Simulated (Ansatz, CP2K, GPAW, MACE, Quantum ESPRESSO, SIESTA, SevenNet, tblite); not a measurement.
## Running twisted graphene double bilayer, 27.80° (104 atoms) with CP2K

How do the settings of CP2K change the result for twisted graphene double bilayer, 27.80° (104 atoms)? A plane-wave run serves as the yardstick.

Calculated with CP2K 2026.2; the method is named at each step.

## (1) The starting structure

The cell holds 104 atoms: 104 C. Cell: a = 8.870 Å, b = 8.870 Å, c = 24.180 Å, α = 90.0°, β = 90.0°, γ = 120.0°. It derives from C (graphene). Graphene (a = 2.46 Å) under graphene (a = 2.46 Å), double bilayer, commensurate cell of 13 unit cells a layer, twist 27.80 deg; facing planes 3.33, 3.52, 3.33 Å apart as built; 14 Å of vacuum; minimised with a classical potential. Then every atom was moved at random, 0.05 Å r.m.s. a Cartesian component. Regions: layer 1, 26 atoms (26 C); layer 2, 26 atoms (26 C); layer 3, 26 atoms (26 C); layer 4, 26 atoms (26 C). Vacuum lies along c.

The yardstick, on the same geometry:

| Property | Result |
| --- | --- |
| method | Kohn-Sham DFT, PBE, PAW, plane waves (Ansatz 0.2.0); cutoff 420 eV, Γ point, fermi-dirac smearing of 0.05 eV; PAW set soft_2 |
| r.m.s. force component | 2.963 eV/Å |
| longest force | 12.69 eV/Å |
| SCF cycles | 9 |
| time | 9.9 s on 8 threads of Arm Neoverse V2, shared host |
| CPU time | 73 s |

## (2) PBE, DZVP-MOLOPT-SR, 450/50 Ry, diagonalisation

Method: Kohn-Sham DFT, PBE, GTH-PBE pseudopotentials, Gaussian and plane waves, DZVP-MOLOPT-SR-GTH, diagonalisation.

The input, input.inp:

```
&GLOBAL
  PROJECT cell
  RUN_TYPE ENERGY_FORCE
  PRINT_LEVEL LOW
&END GLOBAL
&FORCE_EVAL
  METHOD QS
  &DFT
    BASIS_SET_FILE_NAME BASIS_MOLOPT
    POTENTIAL_FILE_NAME GTH_POTENTIALS
    &MGRID
      CUTOFF 450
      REL_CUTOFF 50
    &END MGRID
    &QS
      EPS_DEFAULT 1.0E-12
    &END QS
    &SCF
      SCF_GUESS ATOMIC
      EPS_SCF 1.0E-06
      MAX_SCF 200
      ADDED_MOS 46
      &DIAGONALIZATION
        ALGORITHM STANDARD
      &END DIAGONALIZATION
      &SMEAR ON
        METHOD FERMI_DIRAC
        ELECTRONIC_TEMPERATURE [K] 580
      &END SMEAR
      &MIXING
        METHOD BROYDEN_MIXING
        ALPHA 0.15
        NBROYDEN 8
      &END MIXING
      &PRINT
        &RESTART OFF
        &END RESTART
      &END PRINT
    &END SCF
    &XC
      &XC_FUNCTIONAL PBE
      &END XC_FUNCTIONAL
    &END XC
    &PRINT
      &MULLIKEN ON
      &END MULLIKEN
      &HIRSHFELD ON
        SHAPE_FUNCTION DENSITY
      &END HIRSHFELD
      &MO ON
        EIGENVALUES T
        OCCUPATION_NUMBERS T
        MO_INDEX_RANGE 197 220
        &EACH
          QS_SCF 0
        &END EACH
        ADD_LAST NUMERIC
      &END MO
    &END PRINT
  &END DFT
  &SUBSYS
    &CELL
      A 8.86970 0.00000 0.00000
      B -4.43485 7.68139 0.00000
      C 0.00000 0.00000 24.18000
    &END CELL
    &COORD
      C 0.27567 1.43780 7.02598
      C 1.33799 0.43707 7.02792
      C -0.36574 3.62339 7.05476
      C 0.69632 2.76015 6.93990
      C -1.01190 6.20265 7.06757
      C -0.03038 5.06042 7.08740
      C 2.74318 0.80232 7.04629
      C -0.63214 7.60442 7.07072
      C 2.08269 3.17426 6.96577
      C 2.97015 2.13504 6.94764
      C 1.39560 5.51762 7.03179
      C 2.37043 4.48562 7.03396
      C 5.12842 0.26432 7.01534
      C 1.68143 6.81508 7.01679
      C 4.47082 2.56105 7.02115
      C 5.41154 1.59950 7.04968
      C 3.70257 4.84127 7.00567
      C 4.77957 3.93402 7.06467
      C 3.06036 7.30277 6.91959
      C 3.99447 6.25065 6.99020
      C 6.74856 1.93456 7.00857
      C 7.83731 1.08023 7.02139
      C 6.15273 4.36364 7.02647
      C -1.66267 3.33011 7.03275
      C -3.45395 6.72798 6.95489
      C -2.31371 5.72824 7.10916
      C 0.74270 2.69502 10.44987
      C 1.69447 1.74014 10.45712
      C -0.02967 5.12280 10.44673
      C 0.98596 4.09372 10.39063
      C -0.58833 7.51793 10.42545
      C 0.29328 6.55107 10.35291
      C 3.05725 2.16239 10.36040
      C 4.15528 1.13577 10.32002
      C 2.35863 4.51973 10.38120
      C 3.40672 3.55380 10.39256
      C 1.64994 6.90588 10.36645
      C 2.69923 5.91421 10.41844
      C 5.44440 1.69098 10.32027
      C 6.44552 0.64938 10.39547
      C 4.83279 3.83755 10.43488
      C 5.90886 2.89704 10.47236
      C 4.09904 6.26832 10.51032
      C 5.13990 5.26267 10.46607
      C 7.88042 1.02785 10.32486
      C 4.41543 7.63330 10.45833
      C -1.71274 3.33864 10.49194
      C -0.72714 2.39951 10.45060
      C -2.49012 5.75328 10.40248
      C -1.37006 4.76054 10.47598
      C 1.36092 0.44083 10.37902
      C -1.99985 7.08286 10.39015
      C 6.18546 0.76153 13.87956
      C 5.75918 2.12606 13.66484
      C 4.33804 2.65799 13.81718
      C 4.06538 3.96029 13.74536
[... 44 atom lines left out ...]
      C 5.75142 2.13750 17.11823
      C 5.43141 3.52353 17.15644
      C 4.09545 3.90668 17.15402
      C 3.78705 5.37398 17.20020
    &END COORD
    &KIND C
      BASIS_SET DZVP-MOLOPT-SR-GTH-q4
      POTENTIAL GTH-PBE-q4
    &END KIND
  &END SUBSYS
  &PRINT
    &FORCES ON
    &END FORCES
  &END PRINT
&END FORCE_EVAL
```

Command:

```bash
$ OMP_NUM_THREADS=1 mpirun -np 4 cp2k.psmp -i input.inp > output.txt
```

Numbers of over 12 decimals in the logs are rounded to 6 here.

The program printed:

```text
CP2K| version string:                                       CP2K version 2026.2
 CP2K| Input file name                                                 input.inp
 GLOBAL| Basis set file name                                        BASIS_MOLOPT
 GLOBAL| Potential file name                                      GTH_POTENTIALS
 GLOBAL| Run type                                                   ENERGY_FORCE
 GLOBAL| Total number of message passing processes                             4
 GLOBAL| Number of threads for this process                                    1
 TOTAL NUMBERS AND MAXIMUM NUMBERS
  Total number of            - Atomic kinds:                                   1
                             - Atoms:                                        104
                             - Shell sets:                                   104
                             - Shells:                                       520
                             - Primitive Cartesian functions:                520
                             - Cartesian basis functions:                   1456
                             - Spherical basis functions:                   1352
  Maximum angular momentum of- Orbital basis functions:                        2
                             - Local part of the GTH pseudopotential:          2
                             - Non-local part of the GTH pseudopotential:      0
 SCF PARAMETERS         Density guess:                                    ATOMIC
                        max_scf:                                             200
                        eps_scf:                                        1.00E-06
                        added MOs                                        46    0
                        Mixing method:                            BROYDEN_MIXING
                                                charge density mixing in g-space
                        Smear method:                                FERMI_DIRAC
                        Electronic temperature [K]:                        580.0
                        Electronic temperature [a.u.]:                  1.84E-03
                        Accuracy threshold:                             1.00E-10
 Extrapolation method: initial_guess
 Number of electrons:                                                        416
 Number of occupied orbitals:                                                208
 Number of molecular orbitals:                                               254
 Number of orbital functions:                                               1352
 Number of independent orbital functions:                                   1352
 SCF WAVEFUNCTION OPTIMIZATION
  Step     Update method      Time    Convergence         Total energy    Change
     1 NoMix/Diag. 0.15E+00    3.2     0.92619916      -588.3386919476 -5.88E+02
     2 Broy./Diag. 0.15E+00    5.1     0.02507111      -564.6484939246  2.37E+01
     3 Broy./Diag. 0.15E+00    5.1     0.08842233      -585.2145405138 -2.06E+01
     4 Broy./Diag. 0.15E+00    5.1     0.02977334      -593.9588340103 -8.74E+00
[...]
22 Broy./Diag. 0.15E+00    5.2     0.00000557      -591.5809960087 -2.24E-04
    23 Broy./Diag. 0.15E+00    5.2     0.00000095      -591.5810626565 -6.66E-05
  *** SCF run converged in    23 steps ***
  Electronic density on regular grids:       -415.9999999998        0.0000000002
  Core density on regular grids:              415.9999999996       -0.0000000004
  Total charge density on r-space grids:       -0.0000000002
  Total charge density g-space grids:          -0.0000000002
  Overlap energy of the core charge distribution:               5.11747e-05
  Self energy of the core charge distribution:              -1386.840824
  Core Hamiltonian energy:                                    437.583278
  Hartree energy:                                             540.247059
  Exchange-correlation energy:                               -182.570626
  Electronic entropic energy:                                  -9.3e-13
  Fermi energy:                                                 0.038915
  Total energy:                                              -591.581063
  Total energy (extrapolated to T->0):                       -591.581063
 MO| EIGENVALUES AND OCCUPATION NUMBERS
 MO|
 MO|  Index      Eigenvalue [a.u.]        Eigenvalue [eV]             Occupation
 MO|    197              -0.031291              -0.851464               2.000000
 MO|    198              -0.028725              -0.781650               2.000000
 MO|    199              -0.027349              -0.744212               2.000000
[...]
MO|    219               0.108476               2.951773               0.000000
 MO|    220               0.109917               2.990989               0.000000
 MO| Sum:                                                             416.000000
 MO| E(Fermi):            0.038915 a.u.          1.058939 eV
 !-----------------------------------------------------------------------------!
                     Mulliken Population Analysis
 #  Atom  Element  Kind  Atomic population                           Net charge
       1     C        1          3.999419                              0.000581
       2     C        1          4.002215                             -0.002215
       3     C        1          4.001544                             -0.001544
[...]
103     C        1          3.992723                              0.007277
     104     C        1          3.999162                              0.000838
 # Total charge                            416.000000                  0.000000
 !-----------------------------------------------------------------------------!
 !-----------------------------------------------------------------------------!
                           Hirshfeld Charges
  #Atom  Element  Kind  Ref Charge     Population                    Net charge
      1       C      1       4.000          4.005                        -0.005
      2       C      1       4.000          3.994                         0.006
      3       C      1       4.000          4.012                        -0.012
[...]
103       C      1       4.000          3.999                         0.001
    104       C      1       4.000          3.993                         0.007
  Total Charge                                                           -0.000
 !-----------------------------------------------------------------------------!
 ENERGY| Total FORCE_EVAL ( QS ) energy [hartree]           -591.581017
 FORCES| Atomic forces [hartree/bohr]
 FORCES|   Atom     x               y               z               |f|
 FORCES|      1  8.14639091E-02 -2.08831186E-02 -1.21690377E-02   8.49738701E-02
 FORCES|      2 -1.43304229E-02 -3.77102381E-02 -5.93398537E-03   4.07754247E-02
 FORCES|      3  5.47219335E-02  1.14766884E-01 -6.74166758E-03   1.27323909E-01
[...]
FORCES|    103 -6.50783857E-04  6.75925059E-02 -6.63760986E-03   6.79207497E-02
 FORCES|    104 -7.01828229E-02 -8.89566225E-02 -9.69661458E-03   1.13723057E-01
 FORCES| Sum     2.91370265E-05 -1.38078221E-04 -9.61946250E-06
 FORCES| Total atomic force                                       1.41446440E-04
```

It took 2.2 min on 4 MPI ranks of Arm Neoverse V2, shared host; peak memory 4.2 GiB.

Banners, paths, timers and routine set-up lines are dropped from the logs unmarked, and long logs keep their key lines alone; longer cuts are marked.

Compared with the plane-wave run:

| Quantity | Value |
| --- | --- |
| r.m.s. force component | 3.008 eV/Å |
| r.m.s. difference of force components | 51.37 meV/Å |
| longest difference of force vectors | 239.8 meV/Å |
| force difference over r.m.s. force | 1.734 % |
| slope of forces against the reference's | 1.015 |
| correlation of force components | 1 |

The surroundings of C54, picked at random, nearest first, numbered as they follow in the input and with coordinates relative to it.

```tsv
atom	x	y	z	distance (Å)	bonds	Hirshfeld charge (e)	Fx	Fy	Fz (eV/Å)
C54	0.00	0.00	0.00	0.00	3	0.02	1.71	2.08	3.01
C53	0.43	-1.36	0.21	1.45	3	0.00	-4.13	2.43	-2.03
C75	1.08	1.00	0.17	1.48	3	0.00	-5.20	2.90	-2.06
C55	-1.42	0.53	0.15	1.53	3	0.00	5.24	-4.55	-1.26
C66	-0.68	-2.26	0.11	2.36	3	0.01	4.00	-5.02	0.79
C58	-2.32	-0.49	0.16	2.38	3	0.00	0.53	-3.04	0.77
C72	1.76	-1.73	0.11	2.47	3	-0.01	1.08	-2.87	0.67
C56	-1.69	1.83	0.08	2.50	3	0.01	1.29	4.60	0.88
C70	2.39	0.75	0.09	2.50	3	0.00	2.85	-6.73	0.59
C76	0.67	2.47	0.05	2.56	3	0.00	6.27	-3.49	1.23
```

Forces lie 1.7 % from the reference's, at 7.1 times its CPU time (on 4 against 8 cores).

## (3) GFN1-xTB, diagonalisation

Method: GFN1-xTB tight binding (the program's own implementation), diagonalisation.

The input, input.inp:

```
&GLOBAL
  PROJECT cell
  RUN_TYPE ENERGY_FORCE
  PRINT_LEVEL LOW
&END GLOBAL
&FORCE_EVAL
  METHOD QS
  &DFT
    &QS
      METHOD XTB
      &XTB
        GFN_TYPE 1
        DO_EWALD T
        CHECK_ATOMIC_CHARGES F
      &END XTB
    &END QS
    &SCF
      SCF_GUESS ATOMIC
      EPS_SCF 1.0E-06
      MAX_SCF 200
      ADDED_MOS 78
      &DIAGONALIZATION
        ALGORITHM STANDARD
      &END DIAGONALIZATION
      &SMEAR ON
        METHOD FERMI_DIRAC
        ELECTRONIC_TEMPERATURE [K] 580
      &END SMEAR
      &MIXING
        METHOD BROYDEN_MIXING
        ALPHA 0.15
        NBROYDEN 8
      &END MIXING
      &PRINT
        &RESTART OFF
        &END RESTART
      &END PRINT
    &END SCF
    &PRINT
      &MULLIKEN ON
      &END MULLIKEN
    &END PRINT
  &END DFT
  &SUBSYS
    &CELL
      A 8.86970 0.00000 0.00000
      B -4.43485 7.68139 0.00000
      C 0.00000 0.00000 24.18000
    &END CELL
    &TOPOLOGY
      COORD_FILE_NAME structure.xyz
      COORD_FILE_FORMAT XYZ
    &END TOPOLOGY
  &END SUBSYS
  &PRINT
    &FORCES ON
    &END FORCES
  &END PRINT
&END FORCE_EVAL
```

The input, structure.xyz:

```xyz
104

C 0.27567 1.43780 7.02598
C 1.33799 0.43707 7.02792
C -0.36574 3.62339 7.05476
C 0.69632 2.76015 6.93990
C -1.01190 6.20265 7.06757
C -0.03038 5.06042 7.08740
C 2.74318 0.80232 7.04629
C -0.63214 7.60442 7.07072
C 2.08269 3.17426 6.96577
C 2.97015 2.13504 6.94764
C 1.39560 5.51762 7.03179
C 2.37043 4.48562 7.03396
C 5.12842 0.26432 7.01534
C 1.68143 6.81508 7.01679
C 4.47082 2.56105 7.02115
C 5.41154 1.59950 7.04968
C 3.70257 4.84127 7.00567
C 4.77957 3.93402 7.06467
C 3.06036 7.30277 6.91959
C 3.99447 6.25065 6.99020
[... 80 atom lines left out ...]
C 5.75142 2.13750 17.11823
C 5.43141 3.52353 17.15644
C 4.09545 3.90668 17.15402
C 3.78705 5.37398 17.20020
```

Command:

```bash
$ OMP_NUM_THREADS=1 cp2k.psmp -i input.inp > output.txt
```

The program printed:

```text
CP2K| version string:                                       CP2K version 2026.2
 CP2K| Input file name                                                 input.inp
 GLOBAL| Basis set file name                                           BASIS_SET
 GLOBAL| Potential file name                                           POTENTIAL
 GLOBAL| Run type                                                   ENERGY_FORCE
 GLOBAL| Total number of message passing processes                             1
 GLOBAL| Number of threads for this process                                    1
[... lines left out ...]
                        Smear method:                                FERMI_DIRAC
[... lines left out ...]
 Number of electrons:                                                        416
[... lines left out ...]
  Step     Update method      Time    Convergence         Total energy    Change
[... lines left out ...]
  *** SCF run converged in    28 steps ***
[... lines left out ...]
  Fermi energy:                                                -0.371245
  Total energy:                                              -220.555324
  Total energy (extrapolated to T->0):                       -220.555324
 MULLIKEN POPULATION ANALYSIS
  # Atom   Element   Kind        Atomic population                    Net charge
       1     C          1                 3.993119                      0.006881
       2     C          1                 4.007590                     -0.007590
       3     C          1                 3.986926                      0.013074
[...]
103     C          1                 3.996161                      0.003839
     104     C          1                 4.006625                     -0.006625
 # Total charge                         416.000000                      0.000000
 ENERGY| Total FORCE_EVAL ( QS ) energy [hartree]           -220.555324
 FORCES| Atomic forces [hartree/bohr]
 FORCES|   Atom     x               y               z               |f|
 FORCES|      1  7.59440591E-02 -2.58752574E-02 -1.02382003E-02   8.08817025E-02
 FORCES|      2 -1.37189205E-02 -3.85056710E-02 -4.90665307E-03   4.11700222E-02
 FORCES|      3  5.01194279E-02  1.12218584E-01 -4.47106076E-03   1.22983568E-01
[...]
FORCES|    103 -4.81191567E-03  6.68321329E-02 -5.61915385E-03   6.72403407E-02
 FORCES|    104 -6.79079610E-02 -8.15754178E-02 -1.05511245E-02   1.06664737E-01
 FORCES| Sum     1.73333570E-14  4.66293670E-15 -3.90833199E-15
 FORCES| Total atomic force                                       1.83701742E-14
```

Wall time 3.3 s (1 thread); peak memory 0.22 GiB.

Compared with the plane-wave run:

| Quantity | Value |
| --- | --- |
| r.m.s. force component | 2.905 eV/Å |
| r.m.s. difference of force components | 168.9 meV/Å |
| longest difference of force vectors | 499 meV/Å |
| force difference over r.m.s. force | 5.7 % |
| slope of forces against the reference's | 0.9787 |
| correlation of force components | 0.9985 |

Against the first run (1.7 %), the force difference from the reference is 5.7 %, at 0.0064 times the CPU time (on 1 against 4 cores); the model has changed, so this is no error of the program alone.

(Continued in part 2 of 3.)

[Also dropped from logs without a mark: logging warnings of Python, and SIESTA's first energy breakdown and zero terms.]

[Logs are printed without paths, hosts, clocks, repeated set-up lines and the standing remarks that a program may print on its own settings, such as how far it seeks lower states.]

[Hosts, paths, dates, database ids (printed as entryN), source tags and the programs' standing remarks are cut or masked in the printed files.]
